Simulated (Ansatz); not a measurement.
# F on Ru(0001): change of the work function, part 4 of 4

Wanted: Δφ(θ) for F/Ru(0001), starting from the fcc site.

Ansatz 0.2.0; plane-wave DFT, PBE, Ansatz PAW (set soft_1); PAW set soft_1.

So far, work function, upper face (eV): step 2 (the clean slab) 5.05; step 3 (37 atoms, coverage 0.111 ML, cell 3x3) 5.28; step 4 (17 atoms, coverage 0.25 ML, cell 2x2) 5.60.

## 5. Adsorbate added, k-mesh 6×6×1, coverage 0.5 ML (continued)

The density of states has structure finer than the step of the table below, so its rows give means over 0.25 eV, whole bins alone (the curve runs from -8 to 1.98 eV). Peaks (eV: height): -3.850: 48.3, -3.370: 46.1, -2.830: 47.0, -2.110: 46.1, 0.870: 36.9, 0.960: 37.7, 1.620: 52.1.

The density of states by energy, zero at the Fermi level; means over each step:

energy (eV), density of states (states/eV a cell) and a bar:
```
    -7.75        0.0 
    -7.50        0.5 
    -7.25        0.9 #
    -7.00        1.0 #
    -6.75        1.1 #
    -6.50        2.6 ##
    -6.25        8.4 ########
    -6.00       19.8 ###################
    -5.75       21.1 ####################
    -5.50       24.2 #######################
    -5.25       27.3 ##########################
    -5.00       21.8 #####################
    -4.75       17.2 ################
    -4.50       21.1 ####################
    -4.25       24.7 ########################
    -4.00       22.0 #####################
    -3.75       23.8 #######################
    -3.50       19.3 ##################
    -3.25       10.4 ##########
    -3.00       19.8 ###################
    -2.75       28.3 ###########################
    -2.50       22.2 #####################
    -2.25       26.6 #########################
    -2.00       30.6 #############################
    -1.75       29.5 ############################
    -1.50       28.0 ###########################
    -1.25       20.8 ####################
    -1.00       17.0 ################
    -0.75       15.2 ##############
    -0.50       17.0 ################
    -0.25       19.5 ###################
     0.00       19.3 ##################
     0.25       16.4 ################
     0.50       16.2 ###############
     0.75       24.7 ########################
     1.00       31.5 ##############################
     1.25       26.2 #########################
     1.50       28.4 ###########################
     1.75       13.6 #############
```

The relaxation took 8 steps and lowered the energy by 0.76 eV; the largest force on the free atoms ends at 0.019 eV/Å.

The covered face has 6.56 eV, +1.51 eV against the clean one; the bare back face has moved by -0.07 eV, a measure of how thin the slab is.

## 6. The covered slab, k-mesh 12×12×1, coverage 1 ML

System of this step: F/Ru(0001). The cell holds 5 atoms: 4 Ru and 1 F. Cell: a = 2.700 Å, b = 2.700 Å, c = 25.775 Å, α = 90.0°, β = 90.0°, γ = 60.0°. Vacuum lies along c.

Another coverage, to see how the dipoles act on each other as their distance changes.

input.yaml reads:

```yaml
crystal:
  lattice:
    - [2.7, 0.0, 0.0]
    - [1.35, 2.3382685902, 0.0]
    - [0.0, 0.0, 25.774763306]
  atoms:
    - { symbol: Ru, position: [0.6666666667, 0.6666666667, 0.3491787642] }
    - { symbol: Ru, position: [0.0, 0.0, 0.4321436387] }
    - { symbol: Ru, position: [0.6666666667, 0.6666666667, 0.5158555793] }
    - { symbol: Ru, position: [0.0, 0.0, 0.5967564375] }
    - { symbol: F, position: [0.3333333333, 0.3333333333, 0.6508212358] }
kpoints:
  mp_grid: { grid: [12, 12, 1] }
hamiltonian:
  xc: pbe
  pseudopotentials: { kind: paw, azcp: { folder: soft_1 } }
scf:
  occupations: { method: fermi_dirac, width: 0.1 }
  convergence: { dr2_threshold: 1.0e-08 }
efield:
  axis: 3
  dipole_correction: true
  ramp_position: 0.97
  ramp_width: 0.06
relax:
  f_tol: 0.02
  max_steps: 60
  constraints: [{ sites: [0, 1] }]
output:
  write_potential: true
  write_density: true
  volumetric_format: npy
```

On the command line:

```bash
$ ansatz run input.yaml --threads 4 --pin off --max-ram 16384MiB --backend cpu --events-out ev --progress --plain --runs-dir out
```

Numbers of over 12 decimals in the logs are rounded to 6 here.

What it wrote:

```text
[...]
Crystal: 5 atoms, lattice volume = 162.724 Å³
Basis set: ecut = 420 eV, 3213 PW (Γ), exchange–correlation on 40×40×360 points (8 copies of the dense FFT grid, shifted against one another)
Bands: 43, of which v1, the nominal top of the filled ones, is band 36 counted from 1 (35 counted from 0)
Symmetry: 6 space group operations
[...]
--- Relaxed structure (4 steps of the walk, 4 accepted, 0 SCFs on fresh bases) ---
  F+E_penalty+E_count = -24320.91322327 eV   max|allowed force component| = 1.819e-3 eV/Å
  atoms:
    - { symbol: Ru, position: [0.666667, 0.666667, 0.3491787642] }
[...]
- { symbol: Ru, position: [0.666667, 0.666667, 0.516874] }
[...]
- { symbol: F, position: [0.333333, 0.333333, 0.658381] }
[key lines of the parts left out:]
SCF converged after 8 iterations
Free energy (F): -24320.913223 eV
Fermi energy:    4.180689 eV
Dipole field:    D = -0.097557 V/Å  (p = -0.087730 e·Å, saw-weighted, corrected)
Work function:   Φ+ = 7.5366 eV   Φ− = 5.0222 eV
```

Elapsed: 16 s, on 4 threads of Arm Neoverse V1, shared host; peak memory 0.48 GiB; 64 s of CPU time.

Step by step:

```tsv
step	energy less that of the first step (eV)	largest force component (eV/Å)
1	0.0000	2.7707
2	-0.2207	0.9835
3	-0.2432	0.1586
4	-0.2440	0.0018
```

Forces are held to the 6 operations that the run works with; a distortion that breaks them can't arise in this run.

The atoms that moved most (Å):

```tsv
atom	dx	dy	dz	length
F5	0.000	0.000	0.195	0.195
Ru3	0.000	0.000	0.026	0.026
Ru4	0.000	0.000	0.010	0.010
```

The relaxed structure:

```
Ru F
1.0
     2.70000    0.00000    0.00000
     1.35000    2.33827    0.00000
     0.00000    0.00000   25.77476
Ru F
4 1
Direct
  0.66667 0.66667 0.34918
  0.00000 0.00000 0.43214
  0.66667 0.66667 0.51687
  0.00000 0.00000 0.59715
  0.33333 0.33333 0.65838
```

Running mean over 2.138 Å of the planar mean; the ramp of the sawtooth is left out. Electron's electrostatic potential energy less the Fermi level against z:

```tsv
z (Å)	electron's electrostatic potential energy less the Fermi level (eV)
3.5	5.02
4.0	5.02
4.5	5.02
5.0	5.01
5.5	5.00
6.0	4.93
6.5	4.71
7.0	3.90
7.5	0.643
8.0	-6.22
8.5	-12.2
9.0	-14.2
9.5	-14.4
10.0	-14.6
10.5	-14.6
11.0	-14.7
11.5	-14.6
12.0	-14.2
12.5	-14.2
13.0	-14.6
13.5	-14.9
14.0	-15.5
14.5	-15.7
15.0	-15.3
15.5	-15.2
16.0	-14.1
16.5	-8.46
17.0	-1.56
17.5	1.85
18.0	4.64
18.5	6.95
19.0	7.47
19.5	7.53
20.0	7.54
20.5	7.54
21.0	7.54
21.5	7.54
22.0	7.54
22.5	7.54
```

The relaxation took 4 steps and lowered the energy by 0.24 eV; the largest force on the free atoms ends at 0.0018 eV/Å.

The covered face has 7.54 eV, +2.49 eV against the clean one; the bare back face has moved by -0.05 eV, a measure of how thin the slab is.

## 7. Work function against coverage

This step: plane-wave DFT, PBE, Ansatz PAW (set soft_1); work function against coverage; PAW set soft_1 (Ansatz 0.2.0).

The runs are now put side by side.

This step gave:

```yaml
work_function_of_the_clean_face: 5.046 eV
largest_change_of_the_work_function: 2.491 eV
```

Work function of the covered face against coverage:

```tsv
coverage (adsorbates/nm²)	work function of the covered face (eV)
0.00	5.05
1.76	5.28
3.96	5.60
7.92	6.56
15.84	7.54
```

The dipole per adsorbate comes from the change of the cell's dipole. Coverage, by row:

```tsv
coverage (1/nm²)	coverage (ML)	work function (eV)	change (eV)	dipole per adsorbate, positive end outwards (debye)	mean height of the added atoms over the highest substrate atom (Å)
1.76	0.1111	5.283	0.2377	-0.376	1.662
3.96	0.25	5.602	0.5567	-0.407	1.683
7.92	0.5	6.559	1.514	-0.529	1.674
15.84	1	7.537	2.491	-0.426	1.578
```

## 8. Outcome

```json
{"work function of the clean face": "5.05 eV", "work function at 0.11 ML": "5.28 eV", "work function at 0.25 ML": "5.60 eV", "work function at 0.5 ML": "6.56 eV", "work function at 1 ML": "7.54 eV", "dipole per adsorbate at 0.11 ML, positive end outwards": "-0.38 D"}
```

F raises the work function of Ru(0001) at the lowest coverage, by 0.24 eV: the adsorbate layer has its negative end outwards. The slab has 4 layers, at the tabulated experimental lattice constant, one starting site was run, and quantum-size effects of a slab this thin can reach one or two tenths of an eV.

[Logs are printed without paths, hosts, clocks, repeated set-up lines and the standing remarks that a program may print on its own settings, such as how far it seeks lower states.]

[Hosts, paths, dates, database ids (printed as entryN), source tags and the programs' standing remarks are cut or masked in the printed files.]

[Maps of the electrostatic potential energy from Ansatz leave out the sawtooth potential of an applied field or a dipole correction, so their vacuum need not be flat; planar profiles and work functions include it.]

[The density of states shown here was stored with 400 of the rows of the run's finer table, so its peaks can read low, often by over a quarter, or be missed, and its means over a window can be off by a tenth or more.]
